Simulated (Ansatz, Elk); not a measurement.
## How Ag2IBr (model structure) absorbs and reflects light

Aim: the dielectric function of Ag2IBr (model structure), and the optical constants that follow from it. The cell was made here by substitution or stacking, whether or not such a phase is known. It was built so: 1 of the 2 Br atoms of the cell replaced by I in the P2_1/m structure of AgBr. The cell is first relaxed with Ansatz.

Main program and level: Elk 11.2.3 (patched build); DFT, PBE, all-electron APW+lo, Dirac cores, scalar-relativistic bands, independent-particle optical response without local fields.

**1. Starting point**

It takes space group Pm (No. 6, monoclinic). Conventional cell: a = 4.245 Å, b = 4.289 Å, c = 6.034 Å, α = 90.00°, β = 91.15°, γ = 90.00°. Nearest to I lie 6 Ag at 2.98 to 3.06 Å. Nearest to Ag lie 4 I at 2.98 to 3.06 Å and 2 Br at 3.01 to 3.05 Å. Nearest to Ag lie 4 Br at 2.98 to 3.06 Å and 2 I at 3.01 to 3.05 Å. Nearest to Br lie 6 Ag at 2.98 to 3.06 Å. Farther neighbours, and contacts between anions beyond the nearest, are not listed.

**2. Relaxation**

Spectra hang on bond lengths, so the cell is first brought to its minimum.

This step: DFT, PBE, plane-wave PAW, default files, scalar-relativistic, relaxation (Ansatz 0.2.0).

File input.yaml:

```yaml
crystal:
  lattice:
    - [4.24483432, 0.0, 0.0]
    - [0.0, 4.28875716, 0.0]
    - [-0.12094316, 0.0, 6.03318861]
  atoms:
    - { symbol: I, position: [0.723132, 0.75, 0.255405] }
    - { symbol: Ag, position: [0.208525, 0.25, 0.239883] }
    - { symbol: Ag, position: [0.791475, 0.75, 0.760117] }
    - { symbol: Br, position: [0.276868, 0.25, 0.744595] }
kpoints:
  mp_grid: { grid: [5, 5, 4] }
scf:
  occupations: { method: fermi_dirac, width: 0.05 }
hamiltonian:
  xc: pbe
output:
  forces: true
  stress: true
relax:
  f_tol: 0.02
  max_steps: 50
  cell: {}
```

Started as:

```bash
$ ansatz run input.yaml --threads 4 --pin off --max-ram 8192MiB --backend cpu --events-out ev --progress --plain --runs-dir out
```

Log:

```text
Engine: ansatz 0.2.0, aarch64-unknown-linux-gnu
Pseudopotentials: kind: paw
Pseudopotential: I, paw, valence charge 17, recommended cutoff 420 eV (normal), I.paw.azcp
Pseudopotential: Ag, paw, valence charge 19, recommended cutoff 420 eV (normal), Ag.paw.azcp
Pseudopotential: Br, paw, valence charge 7, recommended cutoff 420 eV (normal), Br.paw.azcp
Functional definition: PBE
  parameter kappa = 0.804
  parameter beta = 0.066725
  exchange = pbe_x(kappa = kappa, mu = beta*pi^2/3)
  correlation = pbe_c(beta = beta)
Crystal: 4 atoms, lattice volume = 109.835 Å³
Basis set: ecut = 420 eV, 2151 PW (Γ), exchange–correlation on 60×60×90 points (8 copies of the dense FFT grid, shifted against one another)
Bands: 38, of which v1, the nominal top of the filled ones, is band 31 counted from 1 (30 counted from 0)
Symmetry: 2 space group operations
Space group: Pm (ITA 6), of the structure as read, at distance tolerance 4.8e-5 Å
k-points: 33 of 100 (time reversal used)
Non-local potential: I, projectors of the file, l = 0: 2, l = 1: 2, l = 2: 2, l = 3: 2
Non-local potential: Ag, projectors of the file, l = 0: 3, l = 1: 2, l = 2: 2, l = 3: 1
Non-local potential: Br, projectors of the file, l = 0: 2, l = 1: 2, l = 2: 2
PAW form: soft (Blöchl's): semilocal exchange-correlation on the pseudo side does not see the compensation charge
PAW one-centre angular grid: I, 590 points (default); XC on 64 Gauss nodes
PAW one-centre angular grid: Ag, 590 points (default); XC on 64 Gauss nodes
PAW one-centre angular grid: Br, 110 points (default); XC on 64 Gauss nodes
Initial density: superposition of atomic densities (neutral atoms: chi_scale 0, normalization atom), corrected by the library's trained network
Initial wavefunctions: pseudopotential atomic-orbital guess
Functional: x = pbe(κ = 0.804, μ = 0.219515), c = pbe(β = 0.066725)
SCF iter   1: F=—  HF=-25478.144372 eV  |F-HF|=—  |Δ(HF+E_count)|=         —  Δρ=6.04e-4  dr2=4.85e-4  ethr=1.77e-3  ⟨swp⟩=7.8  Hψ=5500  notcnv=0  defer=11
preconditioner: auto → Resta (q_TF=auto, 2.480 Å⁻¹)  ε∞=6.0  [insulator: Δε(μ)=0.693 eV  Ē_g=9.541 eV  σ=0.050 eV  W_gap=1.00  n_scr=28 (ndim 8)  ℏωp=21.3 eV  f_vac=0.043  D(μ)=0.00/eV (n_scr^D=0)  ε∞_Penn≈6.0]
SCF iter   2: F=—  HF=-25478.145337 eV  |F-HF|=—  |Δ(HF+E_count)|=   9.65e-4  Δρ=4.38e-4  dr2=2.69e-4  ethr=7.83e-7  ⟨swp⟩=3.2  Hψ=2943  notcnv=0  defer=34
SCF iter   3: F=—  HF=-25478.145337 eV  |F-HF|=—  |Δ(HF+E_count)|=   1.30e-8  Δρ=1.88e-4  dr2=4.28e-5  ethr=4.34e-7  ⟨swp⟩=2.1  Hψ=1962  notcnv=0  defer=34
SCF iter   4: F=—  HF=-25478.145345 eV  |F-HF|=—  |Δ(HF+E_count)|=   8.69e-6  Δρ=6.11e-5  dr2=3.94e-6  ethr=6.90e-8  ⟨swp⟩=2.0  Hψ=1888  notcnv=0  defer=34
SCF iter   5: F=—  HF=-25478.145347 eV  |F-HF|=—  |Δ(HF+E_count)|=   1.28e-6  Δρ=2.90e-5  dr2=8.60e-7  ethr=6.35e-9  ⟨swp⟩=2.2  Hψ=1700  notcnv=0  defer=34
SCF iter   6: F=-25478.145347 eV  HF=-25478.145347 eV  |F-HF|=4.86e-8  |Δ(HF+E_count)|=   2.91e-7  Δρ=1.00e-5  dr2=9.59e-8  ethr=1.61e-10  ⟨swp⟩=3.3  Hψ=5631  notcnv=0
SCF 1 converged in 6 iterations: F = -25478.145347 eV  dr2 = 9.59e-8
  greatest PAW one-centre occupation: 1.000 electrons in one spin orbital (limit 2), on the Ag atom at site 1 (counted from 0), in its partial waves of l = 0
relax step   1: F+E_penalty+E_count = -25478.14534690 eV  Δ(F+E_penalty+E_count) = +0.000e0 eV  max|allowed force component| = 9.661e-2 eV/Å  Δτ_max = 0.0000 Å  P = -0.456 GPa  Ω = 109.835 Å³  (6 SCF iters, dr2 threshold 1.00e-7 eV, accepted)
Crystal: 4 atoms, lattice volume = 108.780 Å³
Basis set: ecut = 420 eV, 2119 PW (Γ), exchange–correlation on 60×60×90 points (8 copies of the dense FFT grid, shifted against one another)
Initial density: handed on by an earlier stage of this run
Initial wavefunctions: those handed on with the density
iter 1 solved again at ethr=7.56e-5 eV; its pass at ethr=3.10e-3 eV (dr2=4.69e-2 eV) is discarded
SCF iter   1: F=—  HF=-25478.175950 eV  |F-HF|=—  |Δ(HF+E_count)|=         —  Δρ=5.76e-3  dr2=4.83e-2  ethr=7.56e-5  ⟨swp⟩=2.2  Hψ=6344  notcnv=0
preconditioner: auto → Resta (q_TF=auto, 2.484 Å⁻¹)  ε∞=6.0  [insulator: Δε(μ)=0.705 eV  Ē_g=9.599 eV  σ=0.050 eV  W_gap=1.00  n_scr=28 (ndim 8)  ℏωp=21.4 eV  f_vac=0.042  D(μ)=0.00/eV (n_scr^D=0)  ε∞_Penn≈6.0]
SCF iter   2: F=—  HF=-25478.163075 eV  |F-HF|=—  |Δ(HF+E_count)|=   1.29e-2  Δρ=2.47e-3  dr2=7.84e-3  ethr=7.56e-5  ⟨swp⟩=3.0  Hψ=2210  notcnv=0
SCF iter   3: F=—  HF=-25478.160966 eV  |F-HF|=—  |Δ(HF+E_count)|=   2.11e-3  Δρ=5.75e-4  dr2=1.56e-4  ethr=1.26e-5  ⟨swp⟩=2.1  Hψ=2161  notcnv=0
SCF iter   4: F=—  HF=-25478.161005 eV  |F-HF|=—  |Δ(HF+E_count)|=   3.95e-5  Δρ=1.83e-4  dr2=2.73e-5  ethr=2.52e-7  ⟨swp⟩=2.0  Hψ=1955  notcnv=0
SCF iter   5: F=—  HF=-25478.161002 eV  |F-HF|=—  |Δ(HF+E_count)|=   3.01e-6  Δρ=4.98e-5  dr2=3.10e-6  ethr=4.41e-8  ⟨swp⟩=2.0  Hψ=2204  notcnv=0
SCF iter   6: F=—  HF=-25478.161004 eV  |F-HF|=—  |Δ(HF+E_count)|=   1.24e-6  Δρ=2.12e-5  dr2=6.25e-7  ethr=6.45e-10  ⟨swp⟩=5.0  Hψ=4536  notcnv=0
SCF iter   7: F=-25478.161004 eV  HF=-25478.161004 eV  |F-HF|=4.20e-8  |Δ(HF+E_count)|=   3.58e-7  Δρ=4.86e-6  dr2=4.02e-8  ethr=6.45e-10  ⟨swp⟩=4.1  Hψ=4029  notcnv=0
SCF 2 converged in 7 iterations: F = -25478.161004 eV  dr2 = 4.02e-8
relax step   2: F+E_penalty+E_count = -25478.16100398 eV  Δ(F+E_penalty+E_count) = -1.566e-2 eV  max|allowed force component| = 7.129e-2 eV/Å  Δτ_max = 0.0913 Å  P = -0.023 GPa  Ω = 108.780 Å³  energy of the carried Pulay correction = +2.336e-4 eV  (7 SCF iters, dr2 threshold 4.00e-7 eV, accepted)
Crystal: 4 atoms, lattice volume = 108.764 Å³
Basis set: ecut = 420 eV, 2123 PW (Γ), exchange–correlation on 60×60×90 points (8 copies of the dense FFT grid, shifted against one another)
iter 1 solved again at ethr=4.46e-5 eV; its pass at ethr=3.10e-3 eV (dr2=2.77e-2 eV) is discarded
SCF iter   1: F=—  HF=-25478.176016 eV  |F-HF|=—  |Δ(HF+E_count)|=         —  Δρ=4.29e-3  dr2=2.75e-2  ethr=4.46e-5  ⟨swp⟩=2.2  Hψ=6343  notcnv=0
preconditioner: auto → Resta (q_TF=auto, 2.484 Å⁻¹)  ε∞=6.0  [insulator: Δε(μ)=0.732 eV  Ē_g=9.601 eV  σ=0.050 eV  W_gap=1.00  n_scr=28 (ndim 8)  ℏωp=21.4 eV  f_vac=0.043  D(μ)=0.00/eV (n_scr^D=0)  ε∞_Penn≈6.0]
SCF iter   2: F=—  HF=-25478.168523 eV  |F-HF|=—  |Δ(HF+E_count)|=   7.49e-3  Δρ=1.89e-3  dr2=4.81e-3  ethr=4.43e-5  ⟨swp⟩=2.0  Hψ=1838  notcnv=0
SCF iter   3: F=—  HF=-25478.167088 eV  |F-HF|=—  |Δ(HF+E_count)|=   1.44e-3  Δρ=3.98e-4  dr2=8.54e-5  ethr=7.76e-6  ⟨swp⟩=2.0  Hψ=1775  notcnv=0
SCF iter   4: F=—  HF=-25478.167079 eV  |F-HF|=—  |Δ(HF+E_count)|=   8.23e-6  Δρ=1.40e-4  dr2=1.77e-5  ethr=1.38e-7  ⟨swp⟩=2.0  Hψ=2212  notcnv=0
SCF iter   5: F=—  HF=-25478.167075 eV  |F-HF|=—  |Δ(HF+E_count)|=   4.01e-6  Δρ=3.67e-5  dr2=1.87e-6  ethr=2.86e-8  ⟨swp⟩=2.0  Hψ=2196  notcnv=0
SCF iter   6: F=—  HF=-25478.167076 eV  |F-HF|=—  |Δ(HF+E_count)|=   5.33e-7  Δρ=1.82e-5  dr2=4.46e-7  ethr=5.12e-10  ⟨swp⟩=5.0  Hψ=4520  notcnv=0
SCF iter   7: F=-25478.167076 eV  HF=-25478.167076 eV  |F-HF|=1.58e-8  |Δ(HF+E_count)|=   1.57e-7  Δρ=5.28e-6  dr2=1.89e-8  ethr=5.12e-10  ⟨swp⟩=4.1  Hψ=4029  notcnv=0
SCF 3 converged in 7 iterations: F = -25478.167076 eV  dr2 = 1.89e-8
relax step   3: F+E_penalty+E_count = -25478.16707608 eV  Δ(F+E_penalty+E_count) = -6.072e-3 eV  max|allowed force component| = 8.934e-3 eV/Å  Δτ_max = 0.0755 Å  P = -0.046 GPa  Ω = 108.764 Å³  energy of the carried Pulay correction = +2.372e-4 eV  (7 SCF iters, dr2 threshold 3.18e-7 eV, accepted)
[...]
relax step   4: F+E_penalty+E_count = -25478.16764784 eV  Δ(F+E_penalty+E_count) = -5.718e-4 eV  max|allowed force component| = 2.212e-3 eV/Å  Δτ_max = 0.0190 Å  P = +0.034 GPa  Ω = 108.550 Å³  energy of the carried Pulay correction = +2.849e-4 eV  (6 SCF iters, dr2 threshold 6.09e-8 eV, accepted)
[...]
relax step   5: F+E_penalty+E_count = -25478.16770109 eV  Δ(F+E_penalty+E_count) = -5.325e-5 eV  max|allowed force component| = 1.062e-3 eV/Å  Δτ_max = 0.0105 Å  P = +0.001 GPa  Ω = 108.647 Å³  energy of the carried Pulay correction = +2.633e-4 eV  (6 SCF iters, dr2 threshold 1.13e-8 eV, accepted)
Basis set: ecut = 420 eV, 2119 PW (Γ), exchange–correlation on 60×60×80 points (8 copies of the dense FFT grid, shifted against one another)
Initial wavefunctions: pseudopotential atomic-orbital guess (no wavefunctions were taken with the density)
iter 1 solved again at ethr=1.92e-7 eV; its pass at ethr=3.10e-3 eV (dr2=1.19e-4 eV) is discarded
SCF iter   1: F=—  HF=-25478.166944 eV  |F-HF|=—  |Δ(HF+E_count)|=         —  Δρ=1.48e-4  dr2=7.27e-7  ethr=1.92e-7  ⟨swp⟩=4.0  Hψ=9084  notcnv=0
SCF iter   2: F=—  HF=-25478.167283 eV  |F-HF|=—  |Δ(HF+E_count)|=   3.39e-4  Δρ=7.50e-5  dr2=1.87e-7  ethr=1.17e-9  ⟨swp⟩=2.4  Hψ=2154  notcnv=0
SCF iter   3: F=—  HF=-25478.167413 eV  |F-HF|=—  |Δ(HF+E_count)|=   1.31e-4  Δρ=7.78e-6  dr2=1.16e-8  ethr=3.02e-10  ⟨swp⟩=2.0  Hψ=1777  notcnv=0
SCF iter   4: F=—  HF=-25478.167415 eV  |F-HF|=—  |Δ(HF+E_count)|=   1.04e-6  Δρ=6.53e-7  dr2=2.61e-10  ethr=1.87e-11  ⟨swp⟩=2.0  Hψ=2206  notcnv=0
SCF iter   5: F=—  HF=-25478.167415 eV  |F-HF|=—  |Δ(HF+E_count)|=   1.02e-9  Δρ=1.78e-7  dr2=4.76e-11  ethr=1.00e-12  ⟨swp⟩=5.0  Hψ=5018  notcnv=0
SCF iter   6: F=-25478.167415 eV  HF=-25478.167415 eV  |F-HF|=1.09e-11  |Δ(HF+E_count)|=  6.55e-11  Δρ=6.82e-8  dr2=6.81e-12  ethr=1.00e-12  ⟨swp⟩=4.1  Hψ=4014  notcnv=0
SCF 6 converged in 6 iterations: F = -25478.167415 eV  dr2 = 6.81e-12
relax step   6: F+E_penalty+E_count = -25478.16741452 eV  Δ(F+E_penalty+E_count) = +2.866e-4 eV  max|allowed force component| = 1.055e-3 eV/Å  Δτ_max = 0.0000 Å  P = +0.001 GPa  Ω = 108.647 Å³  stress off target by 5.45e-3 GPa  SCF on the basis re-selected at this cell (its energy is not comparable with the rows above)  (6 SCF iters)
basis re-selected at this cell: Δ(F+E_penalty+E_count) = +2.866e-4 eV, ΔP = +0.001 GPa vs the last step (what re-selecting the basis moved, of the pressure what is left beyond the Pulay correction that the steps carried, after the strain that the cell walked since its last selection, with what the two solves' SCF thresholds leave and, on support functions, any second-order correction that the steps lacked; it is no measure of the basis error at this ecutwfc). The dense FFT grid was sized anew with the basis: this SCF ran on 30×30×40 points, the steps before it on 30×30×45, so part of this shift can come from that change (see relax.cell in the input reference). [rest of the remark cut]
SCF converged after 6 iterations
Free energy (F): -25478.167415 eV
Harris-Foulkes:  -25478.167415 eV  (|F-HF|=1.09e-11)
Internal energy: -25478.167385 eV  (E = F + TS)
E sigma→0 (E₀):  -25478.167400 eV
Entropy (-TS):   -0.000029 eV (-0.007 meV/atom)
Fermi energy:    8.621286 eV
--- Per-component energies (eV) ---
  E_band       = -1088.669960
  E_kinetic    = 1377.159381
  E_local      = -8340.989597  (includes V_loc(G=0)·N_el)
  E_nonlocal   = 146.204067
  E_hartree    = 3843.065194
  E_xc         = -758.131329
  E_vxc        = -696.334372  (∫ρ·V_xc dr)
  E_paw        = -14873.286035  (= ΣΔE_a)
  E_vpaw       = -1260.840595  (= ΣTr[D̂ρ^β])
  E_aug_tail   = 0.000607  (compensation charges beyond the density's cutoff)
  E_ewald      = -6872.189675
  E_smearing   = -0.000029  (= −TS)
  E_closure    = -0.000000  (closes the sum)
  Σ components = -25478.167415   (vs F -25478.167415, Δ=0.00e0)
--- Forces (eV/Å), atoms counted from 1 ---
  atom   1  I      0.00043432     0.00000000    -0.00011042
  atom   2  Ag     0.00052542     0.00000000    -0.00000727
  atom   3  Ag    -0.00105462     0.00000000     0.00003895
  atom   4  Br     0.00009486     0.00000000     0.00007872
  max |Σ_I F_I| component: 1.55e-8 eV/Å
--- Stress (GPa, compression-positive) ---
        0.005449       0.000000      -0.000018
        0.000000      -0.004137       0.000000
       -0.000018       0.000000       0.002382
  P = ⅓ Tr σ = 0.0012 GPa (0.012 kbar)
--- Relaxed structure (5 steps of the walk, 5 accepted, 1 SCFs on fresh bases) ---
  F+E_penalty+E_count = -25478.16741452 eV   max|allowed force component| = 1.055e-3 eV/Å   (the final SCF, on the basis selected at the relaxed cell)
  cell:  # Å, volume = 108.6467 Å³
    - [4.276456, -9.632413e-18, 0.043381]
    - [-9.732084e-18, 4.278964, 1.502635e-17]
    - [-0.060187, 2.141270e-17, 5.936754]
  atoms:
    - { symbol: I, position: [0.748992, 0.750000, 0.250005] }
    - { symbol: Ag, position: [0.249101, 0.25, 0.249998] }
    - { symbol: Ag, position: [0.752161, 0.750000, 0.750001] }
    - { symbol: Br, position: [0.249747, 0.25, 0.749996] }
```

It took 15 s on 4 threads of Arm Neoverse V2, shared host; peak memory 0.47 GiB; 59 s of CPU time.

Reading the cycles: dr2 is the Hartree energy of the density residual (eV), the measure of convergence; HF is the Harris–Foulkes estimate of the energy, which meets the free energy F at convergence.

Relaxation path:

```
step  energy less that of the first step (eV)  largest force component (eV/Å)  pressure (GPa)  volume (Å³)
   1                                   0.0000                          0.0966           -0.46       109.83
   2                                  -0.0157                          0.0713           -0.02       108.78
   3                                  -0.0217                          0.0089           -0.05       108.76
   4                                  -0.0223                          0.0022            0.03       108.55
   5                                  -0.0224                          0.0011            0.00       108.65
  6*                                  -0.0221                          0.0011            0.00       108.65
```

Relaxation steps marked * repeat the geometry before them on a plane-wave basis chosen anew for their cell, so energy and pressure can jump there.

The run keeps the 2 symmetry operations that the program found, so distortions that break them were not tested.

| cell as run | before | after | change |
| --- | --- | --- | --- |
| a (Å) | 4.245 | 4.277 | +0.8 % |
| b (Å) | 4.289 | 4.279 | -0.2 % |
| c (Å) | 6.034 | 5.937 | -1.6 % |
| β (°) | 91.15 | 90.00 | -1.3 % |
| volume (Å³/atom) | 27.46 | 27.16 | -1.1 % |

The atoms that moved most (Å, as changes of fractional coordinates times the final cell):

```csv
atom,dx,dy,dz,length
Ag2,0.173,0.000,0.062,0.184
Ag3,-0.168,0.000,-0.062,0.179
Br4,-0.116,0.000,0.031,0.120
I1,0.111,0.000,-0.031,0.115
```

The relaxation ends with a largest force component of 0.0011 eV/Å and a pressure of 0.00 GPa.

[end of part 1 of 2]

[Long decimals in the printed logs are rounded to 6 places.]

[Machine, clock and banner lines and Python warnings are left out of the logs.]

[Logs are printed without paths, hosts, clocks, repeated set-up lines and the standing remarks that a program may print on its own settings, such as how far it seeks lower states.]

[Hosts, paths, dates, database ids (printed as entryN), source tags and the programs' standing remarks are cut or masked in the printed files.]

[Where Elk ran, warnings of its patched build on accuracy (core leakage, angular cutoffs, spin-orbit splittings, empty states, lower magnetic states) are left out.]

[Where the starting crystal was built by hand or by swapping elements, it need not be the compound's stable phase.]

[The count of steps not shown may lack steps that the program refused or didn't finish.]
